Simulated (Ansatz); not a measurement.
**Co(0001) film, 1 layer, flat: channels in plane against thickness**

How does quantum confinement change the conductance of Co(0001) film, 1 layer, flat and thicker films?

Calculated with Ansatz 0.2.0; Ansatz plane-wave DFT, PBE, PAW files, collinear spin; ballistic transport by layer matching (Landauer), zero bias; PAW set soft_1.

### 1. The structure

The cell holds 2 atoms: 2 Co. Cell: a = 11.000 Å, b = 2.505 Å, c = 4.339 Å, α = 90.0°, β = 90.0°, γ = 90.0°. It derives from Co. Vacuum lies along a. The structure's axis is c.

Structure file:

```cif
data_structure
_symmetry_space_group_name_H-M 'P 1'
_symmetry_Int_Tables_number 1
_cell_length_a 11.0000
_cell_length_b 2.5054
_cell_length_c 4.3395
_cell_angle_alpha 90.000
_cell_angle_beta 90.000
_cell_angle_gamma 90.000
_cell_volume 119.59
loop_
_atom_site_label
_atom_site_type_symbol
_atom_site_fract_x
_atom_site_fract_y
_atom_site_fract_z
_atom_site_occupancy
Co1 Co 0.40909 0.00000 0.00000 1
Co2 Co 0.40909 0.50000 0.50000 1
```

### 2. With 1 layer

Vacuum lies along the first vector, which takes one k-point, and the current runs in the film's plane. One period is a perfect wire, so its channels are the result. Energies from -0.27 to 0.27 eV in steps of 0.036 eV cover the slope of the Fermi function at 300 K, so the program can form a conductance.

input.yaml reads:

```yaml
crystal:
  lattice:
    - [11.0, 0.0, 0.0]
    - [0.0, 2.5054, 0.0]
    - [0.0, 0.0, 4.3394800933]
  atoms:
    - { symbol: Co, position: [0.4090909091, 0.0, 0.0], spin: 2.0 }
    - { symbol: Co, position: [0.4090909091, 0.5, 0.5], spin: 2.0 }
magnetization:
  spin_polarized: true
kpoints:
  mp_grid: { grid: [1, 16, 10] }
hamiltonian:
  xc: pbe
  pseudopotentials: { kind: paw, azcp: { folder: soft_1 } }
scf:
  occupations: { method: fermi_dirac, width: 0.1 }
output:
  transmission:
    leads: [[0, 0]]
    kmesh: [1, 36]
    e_range: [-0.27, 0.27]
    de: 0.036
```

The run is started by

```console
$ ansatz run input.yaml --threads 4 --pin off --max-ram 15360MiB --backend cpu --events-out ev --progress --plain --runs-dir out
```

Numbers of over 12 decimals in the logs are rounded to 6 here.

Output:

```text
Engine: ansatz 0.2.0, x86_64-unknown-linux-gnu
Pseudopotentials: kind: paw
Pseudopotential: Co, paw, valence charge 17, recommended cutoff 420 eV (normal), soft_1/Co.paw.azcp
Functional definition: PBE
  parameter kappa = 0.804
  parameter beta = 0.066725
  exchange = pbe_x(kappa = kappa, mu = beta*pi^2/3)
  correlation = pbe_c(beta = beta)
Crystal: 2 atoms, lattice volume = 119.593 Å³
Basis set: ecut = 420 eV, 2335 PW (Γ)
Bands: 23, of which v1, the nominal top of the filled ones, is band 17 counted from 1 (16 counted from 0)
Symmetry: 16 space group operations
Space group: P6/mmm (ITA 191), of the structure as read, at distance tolerance 4.9e-5 Å
Magnetic group: BNS 191.233 (UNI 1463), of the structure as read, at distance tolerance 4.9e-5 Å
k-points: 54 of 160
Non-local potential: Co, projectors of the file, l = 0: 3, l = 1: 2, l = 2: 3, l = 3: 1
PAW form: soft (Blöchl's): semilocal exchange-correlation on the pseudo side does not see the compensation charge
PAW one-centre angular grid: Co, 590 points (default); XC on 64 Gauss nodes
Initial density: superposition of atomic densities (neutral atoms: chi_scale 0, normalization atom)
Starting moments: Σ|m| = 4 μB on 2 of 2 sites
Initial wavefunctions: pseudopotential atomic-orbital guess
Functional: x = pbe(κ = 0.804, μ = 0.219515), c = pbe(β = 0.066725)
iter 1 solved again at ethr=2.98e-3 eV; its pass at ethr=3.10e-3 eV (dr2=1.01e0 eV) is discarded
SCF iter   1: F=—  HF=-10248.266237 eV  |F-HF|=—  |Δ(HF+E_count)|=         —  Δρ=2.40e-2 (↑2.40e-2 ↓2.26e-2)  dr2=1.02e0  dr2_m=4.88e-1  M=4.127 μB ∫|m|=4.280 μB  β_m=0.30  ethr=2.98e-3  ⟨swp⟩=1.0  Hψ=15052  notcnv=0
Mixer restart at iter 1: flushing history
preconditioner: auto → LDOS  [metal: Δε(μ)=0.004 eV  Ē_g=5.648 eV  σ=0.100 eV  W_gap=0.01  n_scr=16 (ndim 8)  ℏωp=14.4 eV  f_vac=0.625  D(μ)=4.00/eV (n_scr^D=22)]
spin=Collinear: LDOS preconditioning applied to the charge; magnetization (m = ρ↑ − ρ↓) channel mixes plain (no charge-response kernel on spin).
SCF iter   2: F=—  HF=-10248.503215 eV  |F-HF|=—  |Δ(HF+E_count)|=   2.37e-1  Δρ=1.85e-2 (↑1.85e-2 ↓1.22e-2)  dr2=5.46e-1  dr2_m=2.01e-1  M=4.049 μB ∫|m|=4.242 μB  β_m=0.61  ethr=2.98e-3  ⟨swp⟩=2.0  Hψ=2915  notcnv=0
SCF iter   3: F=—  HF=-10249.231005 eV  |F-HF|=—  |Δ(HF+E_count)|=   7.28e-1  Δρ=4.69e-3 (↑2.59e-3 ↓4.69e-3)  dr2=2.99e-2  dr2_m=2.25e-3  M=3.926 μB ∫|m|=4.252 μB  β_m=0.56  ethr=1.61e-3  ⟨swp⟩=3.5  Hψ=4922  notcnv=0
SCF iter   4: F=—  HF=-10249.235206 eV  |F-HF|=—  |Δ(HF+E_count)|=   4.20e-3  Δρ=2.56e-3 (↑2.50e-3 ↓2.56e-3)  dr2=2.10e-2  dr2_m=5.83e-4  M=3.893 μB ∫|m|=4.223 μB  β_m=0.78  ethr=8.80e-5  ⟨swp⟩=2.4  Hψ=5044  notcnv=0  defer=1
SCF iter   5: F=—  HF=-10249.254545 eV  |F-HF|=—  |Δ(HF+E_count)|=   1.93e-2  Δρ=1.54e-3 (↑8.57e-4 ↓1.54e-3)  dr2=4.35e-3  dr2_m=2.73e-4  M=3.879 μB ∫|m|=4.223 μB  β_m=0.51  ethr=6.17e-5  ⟨swp⟩=2.1  Hψ=3810  notcnv=0  defer=1
SCF iter   6: F=—  HF=-10249.259136 eV  |F-HF|=—  |Δ(HF+E_count)|=   4.59e-3  Δρ=6.85e-4 (↑1.27e-4 ↓6.85e-4)  dr2=4.32e-4  dr2_m=1.20e-4  M=3.870 μB ∫|m|=4.223 μB  β_m=0.75  ethr=1.28e-5  ⟨swp⟩=2.1  Hψ=3880  notcnv=0  defer=1
SCF iter   7: F=—  HF=-10249.259642 eV  |F-HF|=—  |Δ(HF+E_count)|=   5.06e-4  Δρ=2.06e-4 (↑2.20e-5 ↓2.06e-4)  dr2=2.12e-5  dr2_m=1.21e-5  M=3.866 μB ∫|m|=4.221 μB  β_m=0.84  ethr=1.27e-6  ⟨swp⟩=2.1  Hψ=3728  notcnv=0  defer=2
SCF iter   8: F=—  HF=-10249.259672 eV  |F-HF|=—  |Δ(HF+E_count)|=   2.97e-5  Δρ=7.61e-5 (↑1.61e-5 ↓7.61e-5)  dr2=3.04e-6  dr2_m=1.53e-6  M=3.866 μB ∫|m|=4.221 μB  β_m=0.92  ethr=6.25e-8  ⟨swp⟩=2.5  Hψ=4755  notcnv=0  defer=2
SCF iter   9: F=—  HF=-10249.259679 eV  |F-HF|=—  |Δ(HF+E_count)|=   7.12e-6  Δρ=1.47e-5 (↑2.80e-6 ↓1.47e-5)  dr2=1.05e-7  dr2_m=5.31e-8  M=3.866 μB ∫|m|=4.220 μB  β_m=0.96  ethr=8.93e-9  ⟨swp⟩=2.1  Hψ=4346  notcnv=0  defer=2
SCF iter  10: F=—  HF=-10249.259679 eV  |F-HF|=—  |Δ(HF+E_count)|=   2.80e-7  Δρ=1.33e-6 (↑4.86e-7 ↓1.33e-6)  dr2=8.02e-10  dr2_m=7.70e-10  M=3.866 μB ∫|m|=4.220 μB  β_m=0.98  ethr=3.09e-10  ⟨swp⟩=2.6  Hψ=4633  notcnv=0  defer=2
SCF iter  11: F=-10249.259679 eV  HF=-10249.259679 eV  |F-HF|=7.46e-11  |Δ(HF+E_count)|=  1.18e-10  Δρ=2.97e-7 (↑2.02e-7 ↓2.97e-7)  dr2=1.23e-10  dr2_m=1.52e-11  M=3.865 μB ∫|m|=4.220 μB  ethr=2.36e-12  ⟨swp⟩=2.4  Hψ=10401  notcnv=0
SCF 1 converged in 11 iterations: F = -10249.259679 eV  dr2 = 1.23e-10
  greatest PAW one-centre occupation: 1.001 electrons in one spin orbital (limit 2), on the Co atom at site 1 (counted from 0), in its partial waves of l = 1
the search or the solves at the SCF's close seem to have found levels that the self-consistency loop had missed (the run counts 1). By its estimate they hold under 1e-12 electrons; where the run keeps them, the occupations were computed again with them
transmission: 24 of 228 steps passed
transmission: 48 of 228 steps passed
[...]
transmission: 228 of 228 steps passed
SCF converged after 11 iterations
Magnetization: 3.8655 μB (18.9327 up, 15.0673 down)
Absolute magnetization: 4.2217 μB (∫|ρ↑−ρ↓|, with the PAW one-centre terms)
Spin contamination: 0.0972 ħ² per cell (⟨S²⟩ above its minimum at these occupations)
Per-site moments (μB) at R_I (Å): [(1.995534, 1.0334775), (1.995534, 1.0334775)]
Free energy (F): -10249.259679 eV
Harris-Foulkes:  -10249.259679 eV  (|F-HF|=7.46e-11)
Internal energy: -10249.123258 eV  (E = F + TS)
E sigma→0 (E₀):  -10249.191469 eV
Entropy (-TS):   -0.136421 eV (-68.210 meV/atom)
Fermi energy:    -0.496070 eV
--- Per-component energies (eV) ---
  E_band       = -1130.500930
  E_kinetic    = 574.692270
  E_local      = -19148.170470  (includes V_loc(G=0)·N_el)
  E_nonlocal   = 872.479758
  E_hartree    = 8955.574669
  E_xc         = -178.124979
  E_vxc        = -228.667825  (∫ρ·V_xc dr)
  E_paw        = -3145.358514  (= ΣΔE_a)
  E_vpaw       = -1111.982820  (= ΣTr[D̂ρ^β])
  E_aug_tail   = -0.000027  (compensation charges beyond the density's cutoff)
  E_ewald      = 1819.784034
  E_smearing   = -0.136421  (= −TS)
  E_closure    = 0.000000  (closes the sum)
  Σ components = -10249.259679   (vs F -10249.259679, Δ=0.00e0)
--- Band table (eV; the first three rows and the last of 108) ---
  k-point 0 ↑: bands = [... 13 lower, -2.8113, -2.3470, -2.2430, -1.9420, -1.9415, -1.0759, -0.0054, 1.6310, ... 2 higher]
  k-point 1 ↑: bands = [... 13 lower, -2.7737, -2.3717, -2.2358, -2.0437, -1.9495, -1.1244, 0.1539, 1.0647, ... 2 higher]
  k-point 2 ↑: bands = [... 13 lower, -2.6634, -2.4450, -2.2834, -2.2147, -1.9712, -1.2632, -0.0449, 0.5677, ... 2 higher]
  k-point 53 ↓: bands = [... 13 lower, -0.2450, -0.0555, -0.0555, 0.9606, 0.9606, 1.6144, 1.6144, 6.4787, ... 2 higher]
--- Transmission ---
  basis      : 245 plane waves across, 6 finite elements along
  points     : 19, standing for a mesh of 1 x 36
  filling    : by the input's occupations and mesh, since the crystals that have channels conduct as metals do. If one of these is a semiconductor, that mesh has misplaced its level
  energies   : 16 from -0.270000 to 0.270000 eV about the Fermi level, 0.036000 eV apart; the leads are filled to 0.000000 eV, and channels, transmission and decay are at 0.018000 eV
  crystal 0  : Co2, at the sites [0, 0], period 4.3395 Å: whole cells are its period
    offset         : up to 0.0000 Å between an atom of the period and one for which it stands
    filled         : 23.5 meV under the level at which it is neutral
    channels       : 8.055556e-1 up, 3.000000e0 down
    conductance    : 5.3705e14 S/m² at 300 K; may be off by some 0.0 % by where its bands' edges are placed, 7.6 % from the k-mesh, 0.6 % from the distance to neutral
    slowest decay  : 0.2271 /Å at (0.0000, 0.4167)
```

The job ended after 1.9 min (4 threads of Intel Xeon Platinum 8375C at 2.90GHz (Ice Lake), shared host; peak memory 0.84 GiB).

The column dr2 measures how far the density is from self-consistency, as an energy; F and HF (Harris–Foulkes) agree once it is small.

This step gave:

| Item | Value |
| --- | --- |
| free energy | -10249.2597 eV |
| energy at zero smearing | -10249.1915 eV |
| Fermi energy | -0.4961 eV |
| magnetization | 3.865 μB |
| absolute magnetization | 4.222 μB |
| site moments | 1.996, 1.996 μB |
| cell area | 27.56 Å² |
| estimated errors of the lead's conductance | 0, 7.6, 0.6 % (band edges, k-mesh, distance from neutral) |
| lead conductance per cell | 1.910 G₀ |

Per spin. Table of open channels, zone mean by energy, zero at the Fermi level:

```tsv
energy (eV)	lead up	lead down
-0.270	0.75	2.72
-0.234	0.75	2.78
-0.198	0.75	2.78
-0.162	0.75	2.78
-0.126	0.75	2.89
-0.090	0.861	2.89
-0.054	0.861	2.89
-0.018	0.806	3
0.018	0.806	3
0.054	0.806	3.11
0.090	0.806	3.06
0.126	0.806	3.11
0.162	0.806	3.22
0.198	0.806	3.11
0.234	0.806	3.22
0.270	0.806	2.64
```

The program's largest error estimate for it is 7.6 %, from the k-mesh.

### 3. With 2 layers, thickness 4.089 A

The film grows to 2 layers.

System of this step: Co(0001) film, 2 layers, flat. The cell holds 4 atoms: 4 Co. Cell: a = 13.045 Å, b = 2.505 Å, c = 4.339 Å, α = 90.0°, β = 90.0°, γ = 90.0°. It derives from Co. Vacuum lies along a. The structure's axis is c.

input.yaml, the sections that differ from step 2:

```yaml
crystal:
  lattice:
    - [13.04465, 0.0, 0.0]
    - [0.0, 2.5054, 0.0]
    - [0.0, 0.0, 4.3394800933]
  atoms:
    - { symbol: Co, position: [0.3449690103, 0.0, 0.0], spin: 2.0 }
    - { symbol: Co, position: [0.3449690103, 0.5, 0.5], spin: 2.0 }
    - { symbol: Co, position: [0.5017114296, 0.0, 0.3333333333], spin: 2.0 }
    - { symbol: Co, position: [0.5017114296, 0.5, 0.8333333333], spin: 2.0 }
# magnetization, kpoints, hamiltonian, scf, output: as in step 2
```

Output:

```text
[...]
Crystal: 4 atoms, lattice volume = 141.823 Å³
Basis set: ecut = 420 eV, 2773 PW (Γ)
Bands: 46, of which v1, the nominal top of the filled ones, is band 34 counted from 1 (33 counted from 0)
Symmetry: 8 space group operations
[...]
k-points: 54 of 160
[...]
Starting moments: Σ|m| = 8 μB on 4 of 4 sites
[...]
--- Transmission ---
  basis      : 295 plane waves across, 6 finite elements along
  points     : 19, standing for a mesh of 1 x 36
[...]
crystal 0  : Co4, at the sites [0, 0], period 4.3395 Å: whole cells are its period
[...]
filled         : 43.0 meV over the level at which it is neutral
    channels       : 1.444444e0 up, 1.611111e0 down
[...]
slowest decay  : 0.0533 /Å at (0.0000, 0.3056)
[key lines of the parts left out:]
SCF converged after 10 iterations
Magnetization: 6.9408 μB (37.4704 up, 30.5296 down)
Free energy (F): -20501.731900 eV
Fermi energy:    2.399131 eV
```

The job ended after 4.6 min (4 threads; peak memory 1.2 GiB; 17 min of CPU time).

Numbers from this step:

```
free energy                                : -20501.7319 eV
energy at zero smearing                    : -20501.6583 eV
Fermi energy                               : 2.399 eV
magnetization                              : 6.941 μB
absolute magnetization                     : 7.749 μB
site moments                               : 1.816, 1.816, 1.816, 1.816 μB
cell area                                  : 32.68 Å²
estimated errors of the lead's conductance : 0, 5.3, 2.4 % (band edges, k-mesh, distance from neutral)
lead conductance per cell                  : 1.594 G₀
```

Per spin. The open channels, zone mean by energy, zero at the Fermi level:

```tsv
energy (eV)	lead up	lead down
-0.270	1.28	2.86
-0.234	1.28	3.69
-0.198	1.44	3.25
-0.162	1.44	2.97
-0.126	1.44	1.97
-0.090	1.44	1.92
-0.054	1.44	1.78
-0.018	1.44	1.78
0.018	1.44	1.61
0.054	1.44	1.72
0.090	1.44	1.72
0.126	1.44	1.61
0.162	1.44	1.56
0.198	1.44	1.44
0.234	1.44	1.36
0.270	1.44	1.42
```

The lead conductance per cell is 1.59 G₀, 17 % under the 1.91 G₀ of the last finished run.

### 4. With 3 layers, thickness 6.134 A

The film grows to 3 layers.

System of this step: Co(0001) film, 3 layers, flat. The cell holds 6 atoms: 6 Co. Its edges and angles: a = 15.089 Å, b = 2.505 Å, c = 4.339 Å, α = 90.0°, β = 90.0°, γ = 90.0°. It derives from Co. Vacuum lies along a. The structure's axis is c.

input.yaml, the sections that differ from step 3:

```yaml
crystal:
  lattice:
    - [15.0893, 0.0, 0.0]
    - [0.0, 2.5054, 0.0]
    - [0.0, 0.0, 4.3394800933]
  atoms:
    - { symbol: Co, position: [0.2982245697, 0.0, 0.0], spin: 2.0 }
    - { symbol: Co, position: [0.2982245697, 0.5, 0.5], spin: 2.0 }
    - { symbol: Co, position: [0.4337278734, 0.0, 0.3333333333], spin: 2.0 }
    - { symbol: Co, position: [0.4337278734, 0.5, 0.8333333333], spin: 2.0 }
    - { symbol: Co, position: [0.5692311771, 0.0, 0.0], spin: 2.0 }
    - { symbol: Co, position: [0.5692311771, 0.5, 0.5], spin: 2.0 }
# magnetization, kpoints, hamiltonian, scf, output: as in step 3
```

Output:

```text
[...]
Crystal: 6 atoms, lattice volume = 164.053 Å³
Basis set: ecut = 420 eV, 3229 PW (Γ)
Bands: 69, of which v1, the nominal top of the filled ones, is band 51 counted from 1 (50 counted from 0)
Symmetry: 8 space group operations
[...]
k-points: 54 of 160 (time reversal used)
[...]
Starting moments: Σ|m| = 12 μB on 6 of 6 sites
[...]
--- Transmission ---
  basis      : 339 plane waves across, 6 finite elements along
  points     : 19, standing for a mesh of 1 x 36
[...]
crystal 0  : Co6, at the sites [0, 0], period 4.3395 Å: whole cells are its period
[...]
filled         : 5.7 meV under the level at which it is neutral
    channels       : 1.972222e0 up, 3.416667e0 down
[...]
slowest decay  : 0.1071 /Å at (0.0000, 0.4444)
[key lines of the parts left out:]
SCF converged after 13 iterations
Magnetization: 10.3273 μB (56.1637 up, 45.8363 down)
Free energy (F): -30754.037912 eV
Fermi energy:    4.575053 eV
```

Elapsed: 7.8 min, on 4 threads; peak memory 1.6 GiB; 29 min of CPU time.

Numbers from this step:

| Item | Value |
| --- | --- |
| free energy | -30754.0379 eV |
| energy at zero smearing | -30753.9165 eV |
| Fermi energy | 4.575 eV |
| magnetization | 10.33 μB |
| absolute magnetization | 11.39 μB |
| site moments | 1.806, 1.806, 1.767, 1.767, 1.806, 1.806 μB |
| cell area | 37.80 Å² |
| estimated errors of the lead's conductance | 0, 3.1, 0.2 % (band edges, k-mesh, distance from neutral) |
| lead conductance per cell | 2.731 G₀ |

Per spin. The open channels, zone mean by energy, zero at the Fermi level:

```tsv
energy (eV)	lead up	lead down
-0.270	2.03	3.28
-0.234	2.03	2.94
-0.198	1.97	3.5
-0.162	1.97	3.61
-0.126	1.92	3.72
-0.090	1.92	3.56
-0.054	1.97	3.53
-0.018	1.97	3.58
0.018	1.97	3.42
0.054	2.08	3.31
0.090	2.19	3.14
0.126	2.19	2.97
0.162	2.22	3.42
0.198	2.22	2.69
0.234	2.22	2.69
0.270	2.22	2.64
```

The lead conductance per cell is 2.73 G₀, 1.7 times the 1.59 G₀ of the last finished run.

(Continued in part 2 of 2.)

[Logs are printed without paths, hosts, clocks, repeated set-up lines and the standing remarks that a program may print on its own settings, such as how far it seeks lower states.]

[Hosts, paths, dates, database ids (printed as entryN), source tags and the programs' standing remarks are cut or masked in the printed files.]
